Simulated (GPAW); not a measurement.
## Near-edge structure at the O K edge of HfO2 (Fm-3m)

How does the O K edge of HfO2 (Fm-3m) move when the bonds are compressed or stretched?

Main program and level: GPAW 26.7.0; X-ray absorption from dipole matrix elements to empty bands, plane-wave PAW RPBE, without spin-orbit coupling.

### 1. Starting point

Symmetry: Fm-3m, No. 225, cubic system. The conventional cell has a = 5.115 Å, b = 5.115 Å, c = 5.115 Å, α = 90.00°, β = 90.00°, γ = 90.00°. Hf has 8 O at 2.21 Å nearest. Nearest to O lie 4 Hf at 2.21 Å. Farther neighbours and most contacts between anions are not listed.

### 2. Ground state of the crystal

The ground state comes first: it tells whether the system has a gap, which decides how the excited electron is treated.

File scf.py:

```python
import numpy as np
from ase import Atoms
from ase.parallel import parprint, paropen
from gpaw import GPAW, PW, FermiDirac, Mixer, MixerDif, setup_paths
from gpaw.test import gen
setup_paths.insert(0, '.')
gen('O', name='nch1s', xcname='RPBE', corehole=(1, 0, 0), write_xml=True)
from gpaw.mpi import world
world.barrier()

atoms = Atoms('HfO2',
    cell=[[0, 2.5575, 2.5575],
     [2.5575, 0, 2.5575],
     [2.5575, 2.5575, 0]],
    scaled_positions=[[0, 0, 0],
     [0.75, 0.75, 0.75],
     [0.25, 0.25, 0.25]],
    pbc=True)
atoms.calc = calc = GPAW(legacy_gpaw=True, mode=PW(500, force_complex_dtype=True), xc='RPBE', setups={1: 'nch1s'},
    kpts={'size': (8, 8, 8), 'gamma': True}, occupations=FermiDirac(0.05),
    charge=0, mixer=Mixer(0.1, 5, 50), maxiter=150,
    convergence={'density': 0.0001, 'eigenstates': 1e-6}, txt='scf.txt')
energy = atoms.get_potential_energy() + calc.get_reference_energy()
ef = calc.get_fermi_level()
out = dict(energy=energy, fermi=ef, forces=atoms.get_forces().tolist())
parprint(f'all-electron energy {energy:.4f} eV, Fermi level {ef:.4f} eV')
ev = np.array([[calc.get_eigenvalues(k, s) for k in range(len(calc.get_ibz_k_points()))] for s in range(calc.get_number_of_spins())])
out['homo'], out['lumo'], out['counts'] = ev[ev < ef].max(), ev[ev > ef].min(), sorted(set((ev < ef).sum((0, 2)).tolist()))
out['filled'] = (ev[:, 0] < ef).sum(1).tolist()
import json
with paropen('out.json', 'w') as f:
    json.dump(out, f)
```

Started as:

```bash
$ OMP_NUM_THREADS=1 mpirun -n 4 gpaw python scf.py
```

Numbers of over 12 decimals in the logs are rounded to 6 here.

Output:

```text
Input parameters:
  convergence: {density: 0.0001,
                eigenstates: 1e-06}
  kpts: {gamma: True,
         size: (8, 8, 8)}
  maxiter: 150
  mixer: {backend: pulay,
          beta: 0.1,
          method: separate,
          nmaxold: 5,
          weight: 50}
  mode: {ecut: 500.0,
         force_complex_dtype: True,
         name: pw}
  occupations: {fixmagmom: False,
                name: fermi-dirac,
                width: 0.05}
  setups: {1: nch1s}
  xc: RPBE

Initialize ...

[... PAW data sets ...]

Reference energy: -413984.881803  # eV

Spin-paired calculation

[... convergence settings ...]
Symmetries present (total): 24
  [... symmetry matrices ...]

512 k-points: 8 x 8 x 8 Monkhorst-Pack grid + [1/16,1/16,1/16]
29 k-points in the irreducible part of the Brillouin zone
       k-points in crystal coordinates                weights
   0:     0.00000000    0.00000000    0.00000000          1/512
   1:     0.12500000    0.12500000    0.00000000          6/512
   2:     0.12500000    0.12500000    0.12500000          8/512
   3:     0.25000000    0.12500000    0.12500000         12/512
   4:     0.25000000    0.25000000    0.00000000          6/512
   5:     0.25000000    0.25000000    0.12500000         24/512
   6:     0.25000000    0.25000000    0.25000000          8/512
   7:     0.37500000    0.25000000   -0.37500000         24/512
   8:     0.37500000    0.25000000    0.12500000         24/512
   9:     0.37500000    0.25000000    0.25000000         24/512
          ...
  28:     0.50000000    0.50000000    0.50000000          4/512

Wave functions: Plane wave expansion
  Cutoff energy: 500.000 eV
  Number of coefficients (min, max): 834, 877
  Pulay-stress correction: 0.000000 eV/Ang^3 (de/decut=0.000000)
  Using FFTW library
  Wavefunction extrapolation:
    Improved wavefunction reuse through dual PAW basis

Occupation numbers: Fermi-Dirac:
  width: 0.0500  # eV

Eigensolver
   Davidson(niter=2)

Densities:
  Coarse grid: 20*20*20 grid
  Fine grid: 40*40*40 grid
  Total Charge: 0.000000

Density mixing:
  Method: separate
  Backend: pulay
  Linear mixing parameter: 0.1
  old densities: 5
  Width of damping distribution: 1.1
  Damping of long wavelength oscillations: 50

[... Hamiltonian set-up ...]
Number of atoms: 3
Number of atomic orbitals: 21
Number of bands in calculation: 19
Number of valence electrons: 24
Bands to converge: occupied

... initialized

Initializing position-dependent things.

Density initialized from atomic densities
Creating initial wave functions:
  19 bands from LCAO basis set

                   O

           O

       Hf

Atomic positions and initial magnetic moments

Positions:
   0 Hf     0.000000    0.000000    0.000000    ( 0.0000,  0.0000,  0.0000)
   1 O      3.836250    3.836250    3.836250    ( 0.0000,  0.0000,  0.0000)
   2 O      1.278750    1.278750    1.278750    ( 0.0000,  0.0000,  0.0000)

Unit cell:
           periodic     x           y           z      points  spacing
  1. axis:    yes    0.000000    2.557500    2.557500    20     0.1477
  2. axis:    yes    2.557500    0.000000    2.557500    20     0.1477
  3. axis:    yes    2.557500    2.557500    0.000000    20     0.1477

  Lengths:   3.616851   3.616851   3.616851
  Angles:   60.000000  60.000000  60.000000

Effective grid spacing dv^(1/3) = 0.1611

iter:   1   -29.807034
iter:   2   -27.827199   -1.15  -0.87
iter:   3   -25.918718   -0.92  -0.98
iter:   4   -25.969920   -2.47  -1.35
iter:   5   -25.957071   -2.08  -1.45
iter:   6   -25.959430   -3.14  -2.36
iter:   7   -25.958430c  -2.92  -2.33
iter:   8   -25.951411c  -3.58  -2.40
iter:   9   -25.951564c  -4.98  -2.93
iter:  10   -25.951380c  -4.60  -2.97
iter:  11   -25.951361c  -6.29c -3.62
iter:  12   -25.951361c  -7.22c -4.45c

Converged after 12 iterations.

Dipole moment: (-0.000000, -0.000000, -0.000000) |e|*Ang

Energy contributions relative to reference atoms: (reference = -413984.881803)

Kinetic:        +17.121821
Potential:      -20.065192
External:        +0.000000
XC:             -22.928887
Entropy (-ST):   -0.000000
Local:           -0.079104
SIC:             +0.000000
--------------------------
Free energy:    -25.951361
Extrapolated:   -25.951361

Showing only first 2 kpts
 Kpt  Band  Eigenvalues  Occupancy
  0    10      7.66743    2.00000
  0    11      7.66743    2.00000
  0    12     12.15250    0.00000
  0    13     12.15250    0.00000

  1    10      7.67447    2.00000
  1    11      7.67470    2.00000
  1    12     12.34064    0.00000
  1    13     12.54712    0.00000

Fermi level: 9.28055

Gap: 3.836 eV
Transition (v -> c):
  (s=0, k=24, n=11, [0.50, 0.50, 0.00]) -> (s=0, k=24, n=12, [0.50, 0.50, 0.00])
No difference between direct/indirect transitions

Forces in eV/Ang:
  0 Hf   -0.00000    0.00000    0.00000
  1 O    -0.00000    0.00000    0.00000
  2 O    -0.00000    0.00000    0.00000
Scalar-relativistic atomic RPBE calculation for O (Oxygen, Z=8)
Core hole in 1s state (1s occupation: 2.0)
300 radial gridpoints.
|------------------------------------------------|
|------------------------------------------------|
[... the atom generator's iteration count ...]

Energy contributions:
-------------------------
Kinetic:      +74.967971
XC:            -8.356876
Potential:   -141.689200
-------------------------
Total:        -75.078106

state      eigenvalue         ekin         rmax
-----------------------------------------------
1s^2.0 :   -18.930403    29.206976        0.129
2s^2.0 :    -0.883499     3.220853        0.871
2p^4.0 :    -0.330146     2.528078        0.822
-----------------------------------------------
(units: Bohr and Hartree)

Generating PAW setup
Kinetic energy of the core from tauc = 58.460806
Cutoffs:
rc(s)=1.300
rc(p)=1.130
rc(d)=1.170
rc(vbar)=1.300
rc(comp)=1.260
rc(nct)=1.300

Kinetic energy of the core states: 58.413952
Charge: 0.0
Core electrons: 2.0
Valence electrons: 6.0
Pseudo-core charge: 0.000730
Shape function alpha=6.299
Pseudo-electron charge 5.686458
state    eigenvalue         norm
--------------------------------
2s(2) :    -0.883499     1.082694
*s    :     0.116501
2p(4) :    -0.330146     0.880085
*p    :     0.669854
*d    :     0.000000
--------------------------------

Diagonalizing with gridspacing h=0.050

state   all-electron     PAW
-------------------------------
2s:      -0.883499    -0.884611
2p:      -0.330146    -0.333898
*d:                    0.049600
*f:                    0.077138
-------------------------------
all-electron energy -414010.8332 eV, Fermi level 9.2806 eV
```

Run time: 5.5 s. Hardware: 4 MPI ranks of Intel Xeon Platinum 8375C at 2.90GHz (Ice Lake), shared host; peak memory 0.18 GiB.

The mesh shows a gap of 3.84 eV, so the hole is first treated in a charged cell, without the excited electron.

### 3. Supercell without a hole, the energy reference

The photon energy needs a difference of total energies, so the cell and mesh of the coming hole run are first run without a hole.

Edit scf.py of step 2 so:

```diff
@@ -10,12 +10,27 @@
 
-atoms = Atoms('HfO2',
-    cell=[[0, 2.5575, 2.5575],
-     [2.5575, 0, 2.5575],
-     [2.5575, 2.5575, 0]],
+atoms = Atoms('Hf6O12',
+    cell=[[2.5575, 5.115, -2.5575],
+     [5.115, -2.5575, 2.5575],
+     [2.5575, -5.115, -2.5575]],
     scaled_positions=[[0, 0, 0],
-     [0.75, 0.75, 0.75],
-     [0.25, 0.25, 0.25]],
+     [0.5, 0, 0.5],
+     [0, 0.33333333, 0.33333333],
+     [0.5, 0.66666667, 0.16666667],
+     [0.5, 0.33333333, 0.83333333],
+     [0, 0.66666667, 0.66666667],
+     [0.375, 0, 0.125],
+     [0.875, 0, 0.625],
+     [0.375, 0.33333333, 0.45833333],
+     [0.875, 0.66666667, 0.29166667],
+     [0.875, 0.33333333, 0.95833333],
+     [0.375, 0.66666667, 0.79166667],
+     [0.125, 0.33333333, 0.70833333],
+     [0.625, 0.33333333, 0.20833333],
+     [0.125, 0.66666667, 0.04166667],
+     [0.625, 0, 0.875],
+     [0.625, 0.66666667, 0.54166667],
+     [0.125, 0, 0.375]],
     pbc=True)
-atoms.calc = calc = GPAW(legacy_gpaw=True, mode=PW(500, force_complex_dtype=True), xc='RPBE', setups={1: 'nch1s'},
-    kpts={'size': (8, 8, 8), 'gamma': True}, occupations=FermiDirac(0.05),
+atoms.calc = calc = GPAW(legacy_gpaw=True, mode=PW(500, force_complex_dtype=True), xc='RPBE', setups={6: 'nch1s'},
+    kpts={'size': (3, 4, 4), 'gamma': True}, occupations=FermiDirac(0.02),
     charge=0, mixer=Mixer(0.1, 5, 50), maxiter=150,
```

Output:

```text
Input parameters:
  convergence: {density: 0.0001,
                eigenstates: 1e-06}
  kpts: {gamma: True,
         size: (3, 4, 4)}
  maxiter: 150
  mixer: {backend: pulay,
          beta: 0.1,
          method: separate,
          nmaxold: 5,
          weight: 50}
  mode: {ecut: 500.0,
         force_complex_dtype: True,
         name: pw}
  occupations: {fixmagmom: False,
                name: fermi-dirac,
[...]
2s(2) :    -0.883499     1.082694
*s    :     0.116501
2p(4) :    -0.330146     0.880085
*p    :     0.669854
*d    :     0.000000
--------------------------------

Diagonalizing with gridspacing h=0.050

state   all-electron     PAW
-------------------------------
2s:      -0.883499    -0.884611
2p:      -0.330146    -0.333898
*d:                    0.049600
*f:                    0.077138
-------------------------------
all-electron energy -2484065.0171 eV, Fermi level 9.4596 eV
[key lines of the parts left out:]
Converged after 28 iterations.
Dipole moment: (0.000000, 0.000000, -0.000000) |e|*Ang
Free energy:   -155.726997
Fermi level: 9.45956
```

Run time: 1.8 min. Hardware: 4 MPI ranks; peak memory 0.38 GiB; 7.1 min of CPU time.

Reference energy: -2484065.017 eV with the cores included.

(Part 1 of 4 ends here.)

[Banner, clock and machine lines of the logs are left out without a mark of their own.]

[Logs are printed without paths, hosts, clocks, repeated set-up lines and the standing remarks that a program may print on its own settings, such as how far it seeks lower states.]

[Hosts, paths, dates, database ids (printed as entryN), source tags and the programs' standing remarks are cut or masked in the printed files.]

[Lists of maxima count a maximum above −3 eV only where it reaches 4 % of the highest in the window and stands out from its surroundings by 2 % of it (1.5 % where it reaches 55 %); shoulders and weaker maxima are passed over, and of the rest the first, up to two pre-edge ones and the few strongest are named.]
